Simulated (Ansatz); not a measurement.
**Lattice dynamics of ScAlSe3 (model cell, started as cubic perovskite with Al in the octahedra)**

Aim: the phonons of ScAlSe3 (model cell, started as cubic perovskite with Al in the octahedra) at a cell relaxed beforehand at this level. After the zone centre comes a 2×2×2 q mesh on a 8×8×8 k mesh.

Program: Ansatz 0.2.0. Level of theory: DFT PBE, scalar-relativistic, plane waves, PAW; PAW set soft_1. Results are calculated unless marked as measured.

The structure was built from a prototype and need not be the compound's stable phase.

## 1. Set-up

Symmetry: Pm-3m, No. 221, cubic system. The conventional cell has a = 4.862 Å, b = 4.862 Å, c = 4.862 Å, α = 90.00°, β = 90.00°, γ = 90.00°. Nearest to Sc lie 12 Se at 3.44 Å. Nearest to Al lie 6 Se at 2.43 Å. Nearest to Se lie 2 Al at 2.43 Å and 4 Sc at 3.44 Å. Farther neighbours and most contacts between anions are not listed.

## 2. Modes at Γ

The cell comes from relaxations at this level that are not shown. The zone centre comes first: it holds the modes that light can see, as far as symmetry allows. No field response is asked, since the mesh shows no gap.

input.yaml reads:

```yaml
crystal:
  lattice:
    - [4.8618479548, 0.0, 0.0]
    - [0.0, 4.8618479548, 0.0]
    - [0.0, 0.0, 4.8618479548]
  atoms:
    - { symbol: Sc, position: [0.0, 0.0, 0.0] }
    - { symbol: Al, position: [0.5, 0.5, 0.5] }
    - { symbol: Se, position: [0.5, 0.5, 0.0] }
    - { symbol: Se, position: [0.5, 0.0, 0.5] }
    - { symbol: Se, position: [0.0, 0.5, 0.5] }
kpoints:
  mp_grid: { grid: [8, 8, 8] }
hamiltonian:
  xc: pbe
  pseudopotentials: { kind: paw, azcp: { folder: soft_1 } }
scf:
  occupations: { method: methfessel_paxton, width: 0.2 }
output:
  eigenvalues: true
phonons:
  method: dfpt
```

Launch:

```console
> ansatz run input.yaml --threads 4 --pin off --max-ram 16384MiB --backend cpu --events-out ev --progress --plain --runs-dir out
```

Numbers of over 12 decimals in the logs are rounded to 6 here.

Output:

```text
zone centre: on kpoints.mp_grid the ground state, and the responses unless they are solved on pairs of k-points, stand on 125 of the mesh's 512 k-points, reduced under 8 symmetry operations, with k and −k counted as one. Each operation leaves every solved displacement unchanged or reverses it
Engine: ansatz 0.2.0, aarch64-unknown-linux-gnu
Pseudopotentials: kind: paw
Pseudopotential: Sc, paw, valence charge 11, recommended cutoff 420 eV (normal), soft_1/Sc.paw.azcp
Pseudopotential: Al, paw, valence charge 3, recommended cutoff 420 eV (normal), soft_1/Al.paw.azcp
Pseudopotential: Se, paw, valence charge 16, recommended cutoff 420 eV (normal), soft_1/Se.paw.azcp
Functional definition: PBE
  parameter kappa = 0.804
  parameter beta = 0.066725
  exchange = pbe_x(kappa = kappa, mu = beta*pi^2/3)
  correlation = pbe_c(beta = beta)
Crystal: 5 atoms, lattice volume = 114.922 Å³
Basis set: ecut = 420 eV, 2301 PW (Γ), exchange–correlation on 72×72×72 points (8 copies of the dense FFT grid, shifted against one another)
Bands: 38, of which v1, the nominal top of the filled ones, is band 31 counted from 1 (30 counted from 0)
Symmetry: 48 space group operations
k-points: 125 of 512 (irreducible under 8 space group operations)
Non-local potential: Sc, projectors of the file, l = 0: 3, l = 1: 2, l = 2: 3, l = 3: 1
Non-local potential: Al, projectors of the file, l = 0: 2, l = 1: 2, l = 2: 1
Non-local potential: Se, projectors of the file, l = 0: 2, l = 1: 2, l = 2: 3, l = 3: 1
PAW form: soft (Blöchl's): semilocal exchange-correlation on the pseudo side does not see the compensation charge
PAW one-centre angular grid: Sc, 590 points (default); XC on 64 Gauss nodes
PAW one-centre angular grid: Al, 110 points (default); XC on 64 Gauss nodes
PAW one-centre angular grid: Se, 590 points (default); XC on 64 Gauss nodes
Initial density: superposition of atomic densities (chi_scale 0.1, normalization cell, long waves kept (reshape's long-wave potential 0.01 eV rms))
Initial wavefunctions: pseudopotential atomic-orbital guess
Functional: x = pbe(κ = 0.804, μ = 0.219515), c = pbe(β = 0.066725)
SCF iter   1: F=—  HF=-19084.208979 eV  |F-HF|=—  |Δ(HF+E_count)|=         —  Δρ=1.04e-1  dr2=2.56e1  ethr=3.10e-3  ⟨swp⟩=5.9  Hψ=17932  notcnv=0
preconditioner: auto → Kerker (q_TF=auto, 2.462 Å⁻¹)  [metal: Δε(μ)=0.011 eV  Ē_g=6.182 eV  σ=0.200 eV  W_gap=0.05  n_scr=26 (ndim 8)  ℏωp=17.0 eV  f_vac=0.000  D(μ)=10.84/eV (n_scr^D=146)]
SCF iter   2: F=—  HF=-19083.290779 eV  |F-HF|=—  |Δ(HF+E_count)|=   9.18e-1  S|Δr|=    0.00e0  Δρ=4.88e-2  dr2=5.85e0  ethr=3.10e-3  ⟨swp⟩=2.0  Hψ=6460  notcnv=0  defer=9
SCF iter   3: F=—  HF=-19082.962226 eV  |F-HF|=—  |Δ(HF+E_count)|=   3.29e-1  S|Δr|=    0.00e0  Δρ=1.59e-2  dr2=6.79e-1  ethr=3.10e-3  ⟨swp⟩=2.0  Hψ=5338  notcnv=0  defer=9
SCF iter   4: F=—  HF=-19082.923976 eV  |F-HF|=—  |Δ(HF+E_count)|=   3.82e-2  S|Δr|=    0.00e0  Δρ=5.82e-3  dr2=9.09e-2  ethr=1.10e-3  ⟨swp⟩=2.0  Hψ=5407  notcnv=0  defer=6
SCF iter   5: F=—  HF=-19082.918510 eV  |F-HF|=—  |Δ(HF+E_count)|=   5.47e-3  S|Δr|=    0.00e0  Δρ=1.86e-3  dr2=9.40e-3  ethr=1.47e-4  ⟨swp⟩=1.0  Hψ=4797  notcnv=0  defer=6
SCF iter   6: F=—  HF=-19082.917954 eV  |F-HF|=—  |Δ(HF+E_count)|=   5.55e-4  S|Δr|=    0.00e0  Δρ=1.07e-3  dr2=3.38e-3  ethr=1.52e-5  ⟨swp⟩=2.0  Hψ=8457  notcnv=0  defer=6
SCF iter   7: F=—  HF=-19082.917625 eV  |F-HF|=—  |Δ(HF+E_count)|=   3.29e-4  S|Δr|=    0.00e0  Δρ=6.27e-4  dr2=1.13e-3  ethr=5.45e-6  ⟨swp⟩=1.0  Hψ=4738  notcnv=0  defer=6
SCF iter   8: F=—  HF=-19082.917505 eV  |F-HF|=—  |Δ(HF+E_count)|=   1.20e-4  S|Δr|=    0.00e0  Δρ=1.63e-4  dr2=7.46e-5  ethr=1.83e-6  ⟨swp⟩=1.0  Hψ=4738  notcnv=0  defer=6
SCF iter   9: F=—  HF=-19082.917498 eV  |F-HF|=—  |Δ(HF+E_count)|=   6.93e-6  S|Δr|=    0.00e0  Δρ=4.48e-5  dr2=4.55e-6  ethr=1.20e-7  ⟨swp⟩=1.1  Hψ=4758  notcnv=0  defer=6
SCF iter  10: F=—  HF=-19082.917499 eV  |F-HF|=—  |Δ(HF+E_count)|=   2.63e-7  S|Δr|=    0.00e0  Δρ=5.24e-6  dr2=3.14e-8  ethr=7.34e-9  ⟨swp⟩=1.0  Hψ=4753  notcnv=0  defer=6
SCF iter  11: F=—  HF=-19082.917499 eV  |F-HF|=—  |Δ(HF+E_count)|=   1.95e-8  S|Δr|=    0.00e0  Δρ=1.49e-6  dr2=5.94e-9  ethr=5.07e-11  ⟨swp⟩=2.0  Hψ=8730  notcnv=0  defer=6
SCF iter  12: F=—  HF=-19082.917499 eV  |F-HF|=—  |Δ(HF+E_count)|=  4.40e-10  S|Δr|=    0.00e0  Δρ=4.15e-7  dr2=4.17e-10  ethr=9.58e-12  ⟨swp⟩=2.0  Hψ=5606  notcnv=0  defer=6
SCF iter  13: F=—  HF=-19082.917499 eV  |F-HF|=—  |Δ(HF+E_count)|=  1.35e-10  S|Δr|=    0.00e0  Δρ=1.16e-7  dr2=4.01e-11  ethr=1.00e-12  ⟨swp⟩=2.0  Hψ=5729  notcnv=0  defer=6
SCF iter  14: F=-19082.917499 eV  HF=-19082.917499 eV  |F-HF|=1.46e-11  |Δ(HF+E_count)|=  7.28e-12  S|Δr|=    0.00e0  Δρ=2.89e-8  dr2=1.84e-12  ethr=1.00e-12  ⟨swp⟩=5.4  Hψ=18652  notcnv=0
SCF 1 converged in 14 iterations: F = -19082.917499 eV  dr2 = 1.84e-12
  greatest PAW one-centre occupation: 1.000 electrons in one spin orbital (limit 2), on the Se atom at site 4 (counted from 0), in its partial waves of l = 2
DFPT response loops at Γ: preconditioner auto → Kerker (q_TF=auto, 2.462 Å⁻¹) (partly filled bands, converged f_vac=0.000); β = 1.00, the filter's whole step (`scf.mixing.beta` (0.50) is not read by the response loops under this deck's `scf.mixing.preconditioner`; to damp them name `kerker` or `kerker_dos`, under which they read `scf.mixing.beta`, and type it under 1.00, their step now; both keys bind the ground state too); Broyden in place of MSR1
SCF converged after 14 iterations
Stability not checked: this state was not tested for a lower state beside it, because cold or Methfessel-Paxton smearing, or corrected tetrahedra, fill the levels in a way that the test cannot read (fill_not_monotonic; see scf.lower_state_search)
Free energy (F): -19082.917499 eV
Harris-Foulkes:  -19082.917499 eV  (|F-HF|=1.46e-11)
Internal energy: -19082.923068 eV  (E = F + TS)
E sigma→0 (E₀):  -19082.918891 eV
Entropy (-TS):   0.005570 eV (1.114 meV/atom)
Fermi energy:    8.373645 eV
--- Per-component energies (eV) ---
  E_band       = -1315.801093
  E_kinetic    = 561.970837
  E_local      = -8932.746814  (includes V_loc(G=0)·N_el)
  E_nonlocal   = -911.038951
  E_hartree    = 4556.588699
  E_xc         = -379.349025
  E_vxc        = -406.501722  (∫ρ·V_xc dr)
  E_paw        = -7849.946161  (= ΣΔE_a)
  E_vpaw       = -740.660884  (= ΣTr[D̂ρ^β])
  E_aug_tail   = -0.001027  (compensation charges beyond the density's cutoff)
  E_ewald      = -6128.400626
  E_smearing   = 0.005570  (= −TS)
  E_closure    = -0.000000  (closes the sum)
  Σ components = -19082.917499   (vs F -19082.917499, Δ=0.00e0)
--- Band table (eV; the first three rows and the last of 125) ---
  k-point 0: bands = [... 27 lower, 7.1569, 7.1569, 7.6031, 7.6031, 7.6031, 8.5239, 8.5239, 8.6647, ... 3 higher]
  k-point 1: bands = [... 27 lower, 6.9466, 6.9671, 7.4922, 7.4949, 7.4949, 8.5862, 8.6778, 8.8199, ... 3 higher]
  k-point 2: bands = [... 27 lower, 6.4948, 6.4948, 7.3064, 7.3064, 8.2623, 8.7102, 8.7439, 9.2757, ... 3 higher]
  k-point 124: bands = [... 27 lower, 7.0896, 8.8015, 8.8476, 8.8476, 8.8476, 8.9055, 8.9055, 8.9055, ... 3 higher]
--- Phonons (Γ-DFPT): 4 representative perturbations + reference, on 125 of 512 k-points (Σ response iterations 12) ---
  k mesh reduced under 8 symmetry operations, with k and −k counted as one. Each operation leaves every solved displacement unchanged or reverses it
  ASR residual: 1.890e-5 → 0.000e0 eV/Å²; symmetrization residual: 4.536e-6 eV/Å²
  ASR residual per site (eV/Å²): 3.50e-6 1.88e-5 1.89e-5 1.89e-5 1.89e-5
  Γ frequencies (cm⁻¹): -187.02 -187.02 -187.02 -119.57 -119.57 -119.57 0.00 0.00 0.00 58.78 58.78 58.78 335.25 335.25 335.25
  non-analytic LO–TO correction: not included (Born effective charges unavailable; polar crystals: no LO–TO splitting at Γ)
```

Elapsed: 66 s, on 4 threads of Arm Neoverse V2, shared host; peak memory 2 GiB; 4.2 min of CPU time.

Numbers from this step:

| Item | Value |
| --- | --- |
| volume per atom | 22.98 Å³ |
| gap on the k-mesh | 0 eV |
| sum-rule residual before enforcement | 1.89e-5 eV/Å² |
| point group | m-3m |
| highest optical mode at the zone centre (no LO-TO term) | 335.2 cm⁻¹ |
| lowest optical zone-centre mode | -187.0 cm⁻¹ |

Patterns of degenerate modes are one choice out of their space. Modes at Γ, with each element's share of the kinetic energy (negative means imaginary):

```
mode  frequency (cm⁻¹)  symmetry  Sc %  Al %  Se %
   1            -187.0       T1u    76     0    23
   2            -187.0       T1u    76     0    23
   3            -187.0       T1u    76     0    23
   4            -119.6       T2u     0     0   100
   5            -119.6       T2u     0     0   100
   6            -119.6       T2u     0     0   100
   7               0.0  acoustic    15     9    77
   8               0.0  acoustic    15     9    77
   9               0.0  acoustic    15     9    77
  10              58.8       T1u     9    31    59
  11              58.8       T1u     9    31    59
  12              58.8       T1u     9    31    59
  13             335.2       T1u     0    60    40
  14             335.2       T1u     0    60    40
  15             335.2       T1u     0    60    40
```

Displacements in mode 1 (-187.0 cm⁻¹), the largest set to 1:
```
Sc1  0.00  0.18  1.00
Al2  0.00  0.02  0.09
Se3  0.00 -0.05 -0.01
Se4  0.00  0.00 -0.30
Se5  0.00 -0.05 -0.30
```

Displacements in mode 15 (335.2 cm⁻¹), the largest set to 1:
```
Sc1  0.00  0.01  0.00
Al2  0.00  1.00 -0.36
Se3  0.00  0.06  0.17
Se4  0.00 -0.47 -0.02
Se5  0.00  0.06 -0.02
```

Before it was imposed, the acoustic sum rule was missed by 1.9e-5 eV/Å². Small misses are needed for a sound result but don't prove that mesh and cutoff are converged. The lowest optical mode is imaginary, 187.0i cm⁻¹, so the energy falls along it.

(Part 1 of 2 ends here.)

[Logs are printed without paths, hosts, clocks, repeated set-up lines and the standing remarks that a program may print on its own settings, such as how far it seeks lower states.]

[Hosts, paths, dates, database ids (printed as entryN), source tags and the programs' standing remarks are cut or masked in the printed files.]
